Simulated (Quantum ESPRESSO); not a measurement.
# Au (Gold): phonons by linear response, part 2 of 3

How does Au (Gold) vibrate, and is this structure a minimum?

Quantum ESPRESSO 7.5; DFT LDA, scalar-relativistic, plane waves, GBRV ultrasoft pseudopotentials.

So far. Step 2 (A probe with smearing): No gap opens on this mesh, so smearing is kept; the start stands at -2.4 GPa. Step 4 (Self-consistent run for the response): The cell stands at 0.045 GPa, close enough for phonons. The relaxed cell has a = 4.045 Å (conventional setting).

The database entry behind the starting cell differs from later determinations by our own check (0.1 to 0.3 % short, probably kX units), so it need not match the best structure at ambient conditions.

## Step 5: Phonons on a q mesh

Linear response treats each wavevector in the unit cell, with no supercell; the 4×4×4 mesh fixes the range of the force constants to be had.

File ph.in:

```
phonons
&INPUTPH
  prefix       = 'x'
  outdir       = './tmp'
  fildyn       = 'x.dyn'
  tr2_ph       = 1.0d-18
  alpha_mix(1) = 0.4
  nmix_ph      = 8
  ldisp        = .true.
  nq1          = 4
  nq2          = 4
  nq3          = 4
/
```

Command:

```console
OMP_NUM_THREADS=1 mpirun -n 4 ph.x -nk 4 -in ph.in > ph.out
```

Numbers of over 12 decimals in the logs are rounded to 6 here.

The program printed:

```text
[banners, grids, parts of the stress and lines that vanish by symmetry left out]
[banner, memory and clock lines left out]
Program PHONON v.7.5

     ./tmp/x.save/

     IMPORTANT: XC functional enforced from input :
     Exchange-correlation= PZ
                           (   1   1   0   0   0   0   0)
     Any further DFT definition will be discarded
     Please, verify this is what you really want

     G-vector sticks info

     Check: negative core charge=   -0.000001
     Reading collected, re-writing distributed wavefunctions in ./tmp/

     Dynamical matrices for ( 4, 4, 4)  uniform grid of q-points
     (   8 q-points):
       N         xq(1)         xq(2)         xq(3)
       1   0.000000000   0.000000000   0.000000000
       2   0.176776695   0.176776695  -0.176776695
       3  -0.353553391  -0.353553391   0.353553391
       4   0.353553391   0.000000000   0.000000000
[...]
Number and degeneracy of irreps per q-point
       N         xq(1)         xq(2)         xq(3)   N irreps
       1   0.000000000   0.000000000   0.000000000       1
        3
       2   0.176776695   0.176776695  -0.176776695       2
        1   2
       3  -0.353553391  -0.353553391   0.353553391       2
        1   2
       4   0.353553391   0.000000000   0.000000000       2
        1   2
       5  -0.176776695  -0.530330086   0.530330086       3
     No degeneracy
       6   0.000000000  -0.353553391   0.353553391       3
     No degeneracy
       7  -0.707106781   0.000000000   0.000000000       2
        1   2
       8  -0.707106781   0.353553391   0.000000000       2
        1   2

     Calculation of q =    0.0000000   0.0000000   0.0000000

     phonons

     bravais-lattice index     =            0
     lattice parameter (alat)  =       5.4047  a.u.
     unit-cell volume          =     111.6351 (a.u.)^3
     number of atoms/cell      =            1
     number of atomic types    =            1
     kinetic-energy cut-off    =      40.0000  Ry
     charge density cut-off    =     240.0000  Ry
     convergence threshold     =      1.0E-18
     beta                      =       0.4000
     number of iterations used =            8
     Exchange-correlation= PZ
                           (   1   1   0   0   0   0   0)

     celldm(1)=    5.40470  celldm(2)=    0.00000  celldm(3)=    0.00000
     celldm(4)=    0.00000  celldm(5)=    0.00000  celldm(6)=    0.00000

     crystal axes: (cart. coord. in units of alat)
               a(1) = (  0.0000  0.7071  0.7071 )
               a(2) = (  0.7071  0.0000  0.7071 )
               a(3) = (  0.7071  0.7071  0.0000 )

     reciprocal axes: (cart. coord. in units 2 pi/alat)
               b(1) = ( -0.7071  0.7071  0.7071 )
               b(2) = (  0.7071 -0.7071  0.7071 )
               b(3) = (  0.7071  0.7071 -0.7071 )

     Atoms inside the unit cell:

     Cartesian axes

     site n.  atom      mass           positions (alat units)
        1  Au    196.9666   tau(    1) = (    0.00000    0.00000    0.00000  )

     Computing dynamical matrix for
                    q = (   0.0000000   0.0000000   0.0000000 )

     49 Sym.Ops. (with q -> -q+G )

     G cutoff =  177.5805  (   6975 G-vectors)     FFT grid: ( 27, 27, 27)
     G cutoff =  118.3870  (   3839 G-vectors)  smooth grid: ( 24, 24, 24)

     number of k points=   145  Marzari-Vanderbilt smearing, width (Ry)=  0.0200

     PseudoPot. # 1 for Au read from file:
     ./pseudo/Au.upf
     Pseudo is Ultrasoft + core correction, Zval = 11.0

     Mode symmetry, O_h (m-3m)  point group:

     Atomic displacements:
     There are    1 irreducible representations

     Representation     1      3 modes -  To be done

     Alpha used in Ewald sum =   2.5000

     Representation #   1 modes #   1   2   3

     Self-consistent Calculation
      iter #   1   av.it.:   6.6
      thresh= 1.000E-02 alpha_mix =  0.400 |ddv_scf|^2 =  1.968E-06
      iter #   2   av.it.:  10.6
      thresh= 1.403E-04 alpha_mix =  0.400 |ddv_scf|^2 =  1.494E-07
      iter #   3   av.it.:  10.9
      thresh= 3.865E-05 alpha_mix =  0.400 |ddv_scf|^2 =  6.961E-09
      iter #   4   av.it.:  11.6
      thresh= 8.343E-06 alpha_mix =  0.400 |ddv_scf|^2 =  1.774E-11
[...]
End of self-consistent calculation

     Convergence has been achieved

     Number of q in the star =    1
     List of q in the star:
[...]
Diagonalizing the dynamical matrix

     q = (    0.000000000   0.000000000   0.000000000 )

 **************************************************************************
     freq (    1) =      -0.150546 [THz] =      -5.021667 [cm-1]
     freq (    2) =      -0.150546 [THz] =      -5.021667 [cm-1]
     freq (    3) =      -0.150546 [THz] =      -5.021667 [cm-1]
 **************************************************************************

     Mode symmetry, O_h (m-3m)  point group:

     freq (   1-   3) =         -5.0  [cm-1]   --> T_1u G_15  G_4- I

     Calculation of q =    0.1767767   0.1767767  -0.1767767
     [... set-up and bands at k+q left out ...]

     Mode symmetry, C_3v (3m)   point group:

     Atomic displacements:
     There are    2 irreducible representations

     Representation     1      1 modes -  To be done

     Representation     2      2 modes -  To be done

     Message from routine init_vloc:
     Interpolation table for Vloc re-allocated

     Alpha used in Ewald sum =   2.5000

     Representation #   1 mode #   1

     Self-consistent Calculation

[...]
[... iterations left out ...]
[...]
End of self-consistent calculation

     Convergence has been achieved

     Representation #   2 modes #   2   3

     Self-consistent Calculation

[...]
[... iterations left out ...]
[...]
End of self-consistent calculation

     Convergence has been achieved

     Number of q in the star =    8
     List of q in the star:
[...]
Diagonalizing the dynamical matrix

     q = (    0.176776695   0.176776695  -0.176776695 )

 **************************************************************************
     freq (    1) =       1.166008 [THz] =      38.893826 [cm-1]
     freq (    2) =       1.166008 [THz] =      38.893826 [cm-1]
     freq (    3) =       3.322744 [THz] =     110.834807 [cm-1]
 **************************************************************************

     Mode symmetry, C_3v (3m)   point group:

     freq (   1-   2) =         38.9  [cm-1]   --> E    L_3
     freq (   3-   3) =        110.8  [cm-1]   --> A_1  L_1

     Calculation of q =   -0.3535534  -0.3535534   0.3535534
     [... set-up and bands at k+q left out ...]

     Mode symmetry, D_3d (-3m)  point group:

     Atomic displacements:
     There are    2 irreducible representations

     Representation     1      1 modes -  To be done

[...]
Alpha used in Ewald sum =   2.5000

     Representation #   1 mode #   1

     Self-consistent Calculation

[...]
[... iterations left out ...]
[...]
End of self-consistent calculation

     Convergence has been achieved

     Representation #   2 modes #   2   3

[...]
[... iterations left out ...]
[...]
Convergence has been achieved

     Number of q in the star =    4
     List of q in the star:
[...]
Diagonalizing the dynamical matrix

     q = (   -0.353553391  -0.353553391   0.353553391 )

[...]
freq (    1) =       1.863079 [THz] =      62.145627 [cm-1]
     freq (    2) =       1.863079 [THz] =      62.145627 [cm-1]
     freq (    3) =       4.833959 [THz] =     161.243526 [cm-1]
[...]
Mode symmetry, D_3d (-3m)  point group:

     freq (   1-   2) =         62.1  [cm-1]   --> E_u  L_3'
     freq (   3-   3) =        161.2  [cm-1]   --> A_2u L_2'

     Calculation of q =    0.3535534   0.0000000   0.0000000
     [... set-up and bands at k+q left out ...]

     Mode symmetry, C_4v (4mm)  point group:

     Atomic displacements:
     There are    2 irreducible representations

[...]
Alpha used in Ewald sum =   2.5000

     Representation #   1 mode #   1

[...]
Convergence has been achieved

     Representation #   2 modes #   2   3

[...]
Convergence has been achieved

     Number of q in the star =    6
     List of q in the star:
[...]
Diagonalizing the dynamical matrix

     q = (    0.353553391   0.000000000   0.000000000 )

[...]
freq (    1) =       1.733614 [THz] =      57.827122 [cm-1]
     freq (    2) =       1.733614 [THz] =      57.827122 [cm-1]
     freq (    3) =       3.459860 [THz] =     115.408501 [cm-1]
[...]
Mode symmetry, C_4v (4mm)  point group:

     freq (   1-   2) =         57.8  [cm-1]   --> E    G_5 D_5
     freq (   3-   3) =        115.4  [cm-1]   --> A_1  G_1 D_1

     Calculation of q =   -0.1767767  -0.5303301   0.5303301
     [... set-up and bands at k+q left out ...]

     Mode symmetry, C_s (m)     point group:

     Atomic displacements:
     There are    3 irreducible representations

[...]
Alpha used in Ewald sum =   2.5000

     Representation #   1 mode #   1

[...]
Convergence has been achieved

[...]
Convergence has been achieved

[...]
Convergence has been achieved

     Number of q in the star =   24
     List of q in the star:
[...]
Diagonalizing the dynamical matrix

     q = (   -0.176776695  -0.530330086   0.530330086 )

[...]
freq (    1) =       2.198370 [THz] =      73.329737 [cm-1]
     freq (    2) =       2.767807 [THz] =      92.324102 [cm-1]
     freq (    3) =       4.348994 [THz] =     145.066826 [cm-1]
[...]
Mode symmetry, C_s (m)     point group:

     freq (   1-   1) =         73.3  [cm-1]   --> A''
     freq (   2-   2) =         92.3  [cm-1]   --> A'
     freq (   3-   3) =        145.1  [cm-1]   --> A'

     Calculation of q =    0.0000000  -0.3535534   0.3535534
     [... set-up and bands at k+q left out ...]

     Mode symmetry, C_2v (mm2)  point group:

     Atomic displacements:
     There are    3 irreducible representations

[...]
Alpha used in Ewald sum =   2.5000

[...]
Convergence has been achieved

[...]
Convergence has been achieved

[...]
Convergence has been achieved

     Number of q in the star =   12
     List of q in the star:
[...]
Diagonalizing the dynamical matrix

     q = (    0.000000000  -0.353553391   0.353553391 )

[...]
freq (    1) =       1.727620 [THz] =      57.627191 [cm-1]
     freq (    2) =       2.763127 [THz] =      92.168002 [cm-1]
     freq (    3) =       4.061265 [THz] =     135.469204 [cm-1]
[...]
Mode symmetry, C_2v (mm2)  point group:

     freq (   1-   1) =         57.6  [cm-1]   --> B_1  D_3  S_3
     freq (   2-   2) =         92.2  [cm-1]   --> B_2  D_4  S_4
     freq (   3-   3) =        135.5  [cm-1]   --> A_1  D_1  S_1

     Calculation of q =   -0.7071068   0.0000000   0.0000000
     [... set-up and bands at k+q left out ...]

     Mode symmetry, D_4h(4/mmm) point group:

     Atomic displacements:
     There are    2 irreducible representations

[...]
Alpha used in Ewald sum =   2.5000

     Representation #   1 mode #   1

[...]
Convergence has been achieved

     Representation #   2 modes #   2   3

[...]
Convergence has been achieved

     Number of q in the star =    3
     List of q in the star:
[...]
Diagonalizing the dynamical matrix

     q = (   -0.707106781   0.000000000   0.000000000 )

[...]
freq (    1) =       2.666738 [THz] =      88.952812 [cm-1]
     freq (    2) =       2.666738 [THz] =      88.952812 [cm-1]
     freq (    3) =       4.699667 [THz] =     156.764018 [cm-1]
[...]
Mode symmetry, D_4h(4/mmm) point group:

     freq (   1-   2) =         89.0  [cm-1]   --> E_u  X_5' M_5'
     freq (   3-   3) =        156.8  [cm-1]   --> A_2u X_4' M_4'

     Calculation of q =   -0.7071068   0.3535534   0.0000000
     [... set-up and bands at k+q left out ...]

     Mode symmetry, D_2d (-42m) point group:

     Atomic displacements:
     There are    2 irreducible representations

     Representation     1      1 modes -  To be done

     Representation     2      2 modes -  To be done

     Alpha used in Ewald sum =   2.5000

     Representation #   1 mode #   1

     Self-consistent Calculation

[...]
[... iterations left out ...]
[...]
End of self-consistent calculation

     Convergence has been achieved

     Representation #   2 modes #   2   3

     Self-consistent Calculation

      iter #   1   av.it.:   7.3
      thresh= 1.000E-02 alpha_mix =  0.400 |ddv_scf|^2 =  7.119E-05

      [... iterations left out ...]
      iter #  10   av.it.:  10.8
      thresh= 3.495E-10 alpha_mix =  0.400 |ddv_scf|^2 =  4.345E-20

     End of self-consistent calculation

     Convergence has been achieved

     Number of q in the star =    6
     List of q in the star:
[...]
5   0.353553391  -0.000000000  -0.707106781
          6  -0.353553391   0.000000000   0.707106781

     Diagonalizing the dynamical matrix

     q = (   -0.707106781   0.353553391   0.000000000 )

 **************************************************************************
     freq (    1) =       2.664101 [THz] =      88.864833 [cm-1]
     freq (    2) =       3.729679 [THz] =     124.408699 [cm-1]
     freq (    3) =       3.729679 [THz] =     124.408699 [cm-1]
 **************************************************************************

     Mode symmetry, D_2d (-42m) point group:

     freq (   1-   1) =         88.9  [cm-1]   --> B_2  X_3  W_2
     freq (   2-   3) =        124.4  [cm-1]   --> E    X_5  W_3


[key lines of the parts left out:]
the Fermi energy is    15.9053 ev
```

Wall time 39 min (4 MPI ranks of Intel Xeon at 2.50GHz (Skylake/Cascade Lake), shared host); 2.6 h of CPU time.

This step gave:

| Property | Result |
| --- | --- |
| largest acoustic frequency at the zone centre before the sum rule | -5.02 cm⁻¹ |
| lowest mode on the q mesh (acoustic ones at the zone centre apart) | 38.89 cm⁻¹ |

Frequencies (cm⁻¹) at each irreducible wavevector; negative means imaginary. Frequencies by wavevector:

```csv
q (fractions),star,mode 1,mode 2,mode 3
0 0 0,1,-5.02,-5.02,-5.02
0 0 0.25,8,38.89,38.89,110.8
0 0 -0.5,4,62.15,62.15,161.2
0 0.25 0.25,6,57.83,57.83,115.4
0 0.25 -0.5,24,73.33,92.32,145.1
0 0.25 -0.25,12,57.63,92.17,135.5
0 -0.5 -0.5,3,88.95,88.95,156.8
0.25 -0.5 -0.25,6,88.86,124.4,124.4
```

The acoustic modes at Γ come out as far as 5.0 cm⁻¹ from zero, where they should vanish, a small numerical error.

## Step 6: Fourier transform to real space

The dynamical matrices of the mesh are Fourier-transformed to force constants in real space.

File q2r.in:

```
&INPUT
  fildyn = 'x.dyn'
  zasr   = 'crystal'
  flfrc  = 'x.fc'
/
```

Command:

```console
q2r.x < q2r.in > q2r.out
```

The program printed:

```text
[banners, grids, parts of the stress and lines that vanish by symmetry left out]
[banner, memory and clock lines left out]
Program Q2R v.7.5

  reading grid info from file x.dyn0

  reading force constants from file x.dyn1
  Dielectric Tensor not found
  nqs=            1
 q=   0.00000000  0.00000000  0.00000000
  reading force constants from file x.dyn2
  nqs=            8
 q=   0.17677670  0.17677670 -0.17677670
[...]
reading force constants from file x.dyn7
  nqs=            3
[...]
reading force constants from file x.dyn8
  nqs=            6
[...]
q=   0.35355339 -0.00000000 -0.70710678
 q=  -0.35355339  0.00000000  0.70710678

      q-space grid ok, #points =   64

      fft-check success (sum of imaginary terms < 10^-12)
```

Wall time 0.79 s (1 thread).

## Step 7: Interpolated phonon bands

From the force constants any wavevector is cheap; points of the mesh come back as solved, but for the sum rule and, in polar crystals, the LO-TO term at Γ; the rest is interpolation.

File matdyn.in:

```
&INPUT
  asr              = 'crystal'
  flfrc            = 'x.fc'
  flfrq            = 'x.freq'
  flvec            = 'x.modes'
  q_in_band_form   = .true.
  q_in_cryst_coord = .true.
/
8
  0.0000000   0.0000000   0.0000000  12  ! GAMMA
  0.5000000   0.0000000   0.5000000  12  ! X
  0.6250000   0.2500000   0.6250000   1  ! U
  0.3750000   0.3750000   0.7500000  12  ! K
  0.0000000   0.0000000   0.0000000  12  ! GAMMA
  0.5000000   0.5000000   0.5000000  12  ! L
  0.5000000   0.2500000   0.7500000  12  ! W
  0.5000000   0.0000000   0.5000000   1  ! X
```

Command:

```console
matdyn.x -in matdyn.in > matdyn.out
```

The program printed:

```text
[banner, memory and clock lines left out]
Program MATDYN v.7.5

 mass for atomic type   1 not given; uses mass from file x.fc
 Norm of the difference between old and new effective charges:    0.000000

 Norm of the difference between old and new force-constants:   8.13912e-05

     Message from routine matdyn:
     Z* not found in file x.fc, TO-LO splitting at q=0 will be absent!
     Message from routine matdyn:
     Z* not found in file x.fc, TO-LO splitting at q=0 will be absent!

Note: The following floating-point exceptions are signalling: IEEE_UNDERFLOW_FLAG
```

Elapsed: 0.72 s, on 1 thread.

Read from the output:

- lowest frequency on the path: 0 cm⁻¹
- mean frequency: 93.8 cm⁻¹
- Debye temperature (second moment): 186 K
- logarithmic mean frequency: 86.3 cm⁻¹

Matdyn.x, sum rule crystal. Phonon branches along the path, in cm⁻¹:

```csv
point,branch 1,branch 2,branch 3
Γ,0,0,0
halfway,58,58,115
X,89,89,157
halfway,86,96,152
U,79,114,138
jump to K,79,114,138
halfway,44,66,122
Γ,0,0,0
halfway,39,39,111
L,62,62,161
halfway,70,95,147
W,89,124,124
halfway,89,100,148
X,89,89,157
```

The phonon branches as a text plot (rows in cm⁻¹):

```
    158 |           ***                         *****           *
    151 |          *   **                            *        **
    144 |         *                            *      *      *
    138 |        *       *   **               *        *    *
    131 |       *         ***  *                        ** *
    124 |                 **    *            *            *
    118 |      *            *                           ** *
    111 |                *       *          *          *    *
    104 |               *    *                               *
     97 |     *        *                   *          *       *
     91 |           ***       *   *                       *******
     84 |    *     *   **                            *  **
     77 |         *      ***   *          *            *
     71 |        *          *      *                ***
     64 |   *   *            *  *                ****
     57 |      *              *          *     **
     50 |     *                * *  *         *
     44 |  *                    * *          *
     37 |    *                   *      *   *
     30 |   *                     **       *
     24 | *                        * **   *
     17 |  *                        *    *
     10 | *                          ** *
      3 |*                             *
         Γ           X  U|K            Γ         L        W     X
```

Lowest modes at the softest wavevector of the mesh; phase exp(i q.(R + tau)). Modes at q = (0.250, 0.250, 0.250):

```csv
mode,frequency (cm⁻¹)
1,38.9
2,38.9
3,110.8
```

Displacements in mode 1 (38.9 cm⁻¹), the largest set to 1, in the home cell:
```
Au1 -0.50 -0.50  1.00
```

Displacements in mode 3 (110.8 cm⁻¹), the largest set to 1, in the home cell:
```
Au1 1.00 1.00 1.00
```

Force constants by pair (phonopy on the run's constants); pairs near half the supercell's span include their periodic images. Pair force constants, by row:

```csv
atom,neighbour,distance (Å),third of the trace (eV/Å²),along the pair's line (eV/Å²)
Au1,itself,0,7.29,–
Au1,Au,2.86,-0.5909,-2.464
Au1,Au,4.045,-0.0628,-0.2764
Au1,Au,4.954,-0.0102,-0.0313
Au1,Au,5.72,0.0668,0.1969
Au1,Au,6.395,0.0017,0.0014
Au1,Au,7.006,-0.0182,-0.0182
```

Harmonic mean-square displacement, third of the trace. Mean-square displacements:

```csv
T (K),Au1 U_eq (Å²)
0,0.0011
100,0.0029
300,0.00818
600,0.01627
```

Mode patterns, pair constants, displacements and means over the zone were worked out by phonopy from the force constants of q2r.x.

All branches are real along the path.

[end of part 2 of 3]

[Host names and launcher messages were left out of these logs when they were recorded.]

[Logs are printed without paths, hosts, clocks, repeated set-up lines and the standing remarks that a program may print on its own settings, such as how far it seeks lower states.]

[Hosts, paths, dates, database ids (printed as entryN), source tags and the programs' standing remarks are cut or masked in the printed files.]
